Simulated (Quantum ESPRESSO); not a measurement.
# ZrFe2: orders under volume

Aim: follow moments and order energies of ZrFe2 with volume.

Main program and level: Quantum ESPRESSO 7.5; PBEsol; plane waves with GBRV 1.5 PBEsol potentials, no spin-orbit coupling.

Report form: the programs' logs are mostly left out.

**1. Starting point**

It takes space group Fd-3m (No. 227, cubic). Conventional cell: a = 7.087 Å, b = 7.087 Å, c = 7.087 Å, α = 90.00°, β = 90.00°, γ = 90.00°. Nearest to Zr lie 12 Fe at 2.94 Å and 4 Zr at 3.07 Å. Nearest to Fe lie 6 Fe at 2.51 Å and 6 Zr at 2.94 Å. Farther neighbours are not listed.

The cell comes from the Crystallography Open Database.

**2. Volume 0.94, ferro ++++**

All lengths scale alike; the factor is that of the volume. Atoms keep their fractional places. Seeded atoms are those given a starting moment.

File pw.in:

```
&CONTROL
  calculation = 'scf'
  prefix = 'pwscf'
  outdir = './tmp'
  pseudo_dir = './pseudo'
  disk_io = 'nowf'
  tprnfor = .true.
  tstress = .true.
/
&SYSTEM
  ibrav = 0
  celldm(1) = 8
  nat = 6
  ntyp = 2
  ecutwfc = 40
  ecutrho = 280
  nbnd = 62
  occupations = 'smearing'
  smearing = 'fd'
  degauss = 0.00367493
  nspin = 2
  starting_magnetization(1) = 0
  starting_magnetization(2) = 0.175
/
&ELECTRONS
  conv_thr = 1.2d-08
  electron_maxstep = 150
  mixing_beta = 0.3
/
ATOMIC_SPECIES
Zr     91.2240 zr_pbesol_v1.uspp.F.UPF
Fe     55.8450 fe_pbesol_v1.5.uspp.F.UPF
CELL_PARAMETERS alat
   0.0000000000000    0.8199435143633    0.8199435143633
   0.8199435143633    0.0000000000000    0.8199435143633
   0.8199435143633    0.8199435143633    0.0000000000000
ATOMIC_POSITIONS crystal
Zr      0.0000000000    0.0000000000    0.0000000000
Zr      0.2500000000    0.2500000000    0.2500000000
Fe      0.6250000000    0.6250000000    0.6250000000
Fe      0.1250000000    0.6250000000    0.6250000000
Fe      0.6250000000    0.6250000000    0.1250000000
Fe      0.6250000000    0.1250000000    0.6250000000
K_POINTS automatic
8 8 8 0 0 0
```

Command:

```sh
$ OMP_NUM_THREADS=1 mpirun -n 4 pw.x -nk 4 -in pw.in > pw.out
```

Wall time 51 s (4 MPI ranks of AMD EPYC 7R32 (Zen 2), shared host); peak memory 0.69 GiB; 3.4 min of CPU time.

Spin moment in the atom's sphere by atom:

```tsv
atom	spin moment in the atom's sphere (μB)
Zr1	-0.36
Zr2	-0.36
Fe3	1.83
Fe4	1.83
Fe5	1.83
Fe6	1.83
```

This step gave:

- smearing term TS: 0.03362 eV
- pressure: -1.011 GPa
- magnetization: 6.063 μB
- absolute magnetization: 8.693 μB
- final state: ferrimagnetic

**3. Volume 0.94, antiferro ++--**

pw.in, as its differences from that of step 2:

```diff
@@ -13,6 +13,6 @@
   nat = 6
-  ntyp = 2
+  ntyp = 3
   ecutwfc = 40
   ecutrho = 280
-  nbnd = 62
+  nbnd = 56
   occupations = 'smearing'
@@ -23,2 +23,3 @@
   starting_magnetization(2) = 0.175
+  starting_magnetization(3) = -0.175
 /
@@ -31,3 +32,4 @@
 Zr     91.2240 zr_pbesol_v1.uspp.F.UPF
-Fe     55.8450 fe_pbesol_v1.5.uspp.F.UPF
+Fe1    55.8450 fe_pbesol_v1.5.uspp.F.UPF
+Fe2    55.8450 fe_pbesol_v1.5.uspp.F.UPF
 CELL_PARAMETERS alat
@@ -39,6 +41,6 @@
 Zr      0.2500000000    0.2500000000    0.2500000000
-Fe      0.6250000000    0.6250000000    0.6250000000
-Fe      0.1250000000    0.6250000000    0.6250000000
-Fe      0.6250000000    0.6250000000    0.1250000000
-Fe      0.6250000000    0.1250000000    0.6250000000
+Fe1     0.6250000000    0.6250000000    0.6250000000
+Fe1     0.1250000000    0.6250000000    0.6250000000
+Fe2     0.6250000000    0.6250000000    0.1250000000
+Fe2     0.6250000000    0.1250000000    0.6250000000
 K_POINTS automatic
```

The job ended after 3.4 min (4 MPI ranks; peak memory 0.96 GiB).

Spin moment in the atom's sphere by atom:

```tsv
atom	spin moment in the atom's sphere (μB)
Zr1	0.000
Zr2	0.000
Fe3	0.956
Fe4	0.956
Fe5	-0.954
Fe6	-0.954
```

Read from the output:

```
smearing term TS       : 0.08021 eV
pressure               : -7.484 GPa
magnetization          : 0 μB
absolute magnetization : 4.109 μB
final state            : antiferromagnetic
```

**4. Volume 0.94, no spin polarisation**

File pw.in:

```
&CONTROL
  calculation = 'scf'
  prefix = 'pwscf'
  outdir = './tmp'
  pseudo_dir = './pseudo'
  disk_io = 'nowf'
  tprnfor = .true.
  tstress = .true.
/
&SYSTEM
  ibrav = 0
  celldm(1) = 8
  nat = 6
  ntyp = 2
  ecutwfc = 40
  ecutrho = 280
  nbnd = 56
  occupations = 'smearing'
  smearing = 'fd'
  degauss = 0.00367493
/
&ELECTRONS
  conv_thr = 1.2d-08
  electron_maxstep = 150
  mixing_beta = 0.3
/
ATOMIC_SPECIES
Zr     91.2240 zr_pbesol_v1.uspp.F.UPF
Fe     55.8450 fe_pbesol_v1.5.uspp.F.UPF
CELL_PARAMETERS alat
   0.0000000000000    0.8199435143633    0.8199435143633
   0.8199435143633    0.0000000000000    0.8199435143633
   0.8199435143633    0.8199435143633    0.0000000000000
ATOMIC_POSITIONS crystal
Zr      0.0000000000    0.0000000000    0.0000000000
Zr      0.2500000000    0.2500000000    0.2500000000
Fe      0.6250000000    0.6250000000    0.6250000000
Fe      0.1250000000    0.6250000000    0.6250000000
Fe      0.6250000000    0.6250000000    0.1250000000
Fe      0.6250000000    0.1250000000    0.6250000000
K_POINTS automatic
8 8 8 0 0 0
```

Wall time 24 s (4 MPI ranks); peak memory 0.51 GiB.

Read from the output:

```
smearing term TS : 0.09027 eV
pressure         : -9.988 GPa
final state      : non-magnetic (no spin polarisation)
```

**5. Volume 1.1, ferro ++++**

pw.in, as its differences from that of step 4:

```diff
@@ -16,3 +16,3 @@
   ecutrho = 280
-  nbnd = 56
+  nbnd = 62
   occupations = 'smearing'
@@ -20,2 +20,5 @@
   degauss = 0.00367493
+  nspin = 2
+  starting_magnetization(1) = 0
+  starting_magnetization(2) = 0.175
 /
@@ -30,5 +33,5 @@
 CELL_PARAMETERS alat
-   0.0000000000000    0.8199435143633    0.8199435143633
-   0.8199435143633    0.0000000000000    0.8199435143633
-   0.8199435143633    0.8199435143633    0.0000000000000
+   0.0000000000000    0.8640500086158    0.8640500086158
+   0.8640500086158    0.0000000000000    0.8640500086158
+   0.8640500086158    0.8640500086158    0.0000000000000
 ATOMIC_POSITIONS crystal
```

Wall time 58 s (4 MPI ranks); peak memory 0.6 GiB; 3.8 min of CPU time.

This step gave:

```yaml
smearing_term_ts: 0.03426 eV
pressure: -19.00 GPa
magnetization: 7.059 μB
absolute_magnetization: 11.19 μB
final_state: ferrimagnetic
largest_moment: 2.271 μB
```

**6. The series**

The runs not shown differ from these in the moved quantity alone.

Ferrimagnetic means that a moment over 0.15 μB on a transition or rare-earth metal, induced ones included, opposes the net moment. States, by row:

```tsv
volume	ferro ++++	antiferro ++--	no spin polarisation
0.94	ferrimagnetic	antiferromagnetic	non-magnetic
0.97	ferrimagnetic	antiferromagnetic	non-magnetic
1	ferrimagnetic	antiferromagnetic	non-magnetic
1.03	ferrimagnetic	antiferromagnetic	non-magnetic
1.06	ferrimagnetic	antiferromagnetic	non-magnetic
1.1	ferrimagnetic	antiferromagnetic	non-magnetic
```

The largest site moment by volume:

```tsv
volume (factor)	ferro ++++ (μB)	antiferro ++-- (μB)
0.9400	1.83	0.956
0.9700	1.91	1.11
1.0000	2.00	1.26
1.0300	2.09	1.41
1.0600	2.18	1.55
1.1000	2.27	1.73
```

Table of energy less that of the parallel start by volume; values in meV a seeded atom:

```tsv
volume (factor)	antiferro ++--	no spin polarisation
0.9400	131	156
0.9700	157	194
1.0000	181	232
1.0300	203	272
1.0600	223	313
1.1000	247	368
```

Table of energy over the lowest by volume; values in meV an atom:

```tsv
volume (factor)	ferro ++++	antiferro ++--	no spin polarisation
0.9400	0	87.2	104
0.9700	9.79	114	139
1.0000	31.9	152	187
1.0300	63.9	199	245
1.0600	104	253	312
1.1000	169	334	414
```

**7. Summary of results**

* moment, parallel start: 1.83 to 2.27 μB
* states met from these starts: antiferromagnetic and ferrimagnetic

In words: The moment of the parallel start goes from 1.83 μB at 0.94 to 2.27 μB at 1.1. The net moment of the cell goes from 6.06 to 7.06 μB. The radius of the spheres follows the nearest distance, so part of the change of the site moments is the spheres'. The largest moment of the start antiferro ++-- lies between 0.956 and 1.73 μB. The start antiferro ++-- lies over the parallel one at every finished point, by 131 to 247 meV a seeded atom.

[Logs and program files are shortened in this print: banners, set-up blocks, solver, clock and traceback lines can be left out without a mark of their own.]

[Logs are printed without paths, hosts, clocks, repeated set-up lines and the standing remarks that a program may print on its own settings, such as how far it seeks lower states.]

[Hosts, paths, dates, database ids (printed as entryN), source tags and the programs' standing remarks are cut or masked in the printed files.]

[Where a cell is said to come from a database of computed structures, the database is the Materials Project.]
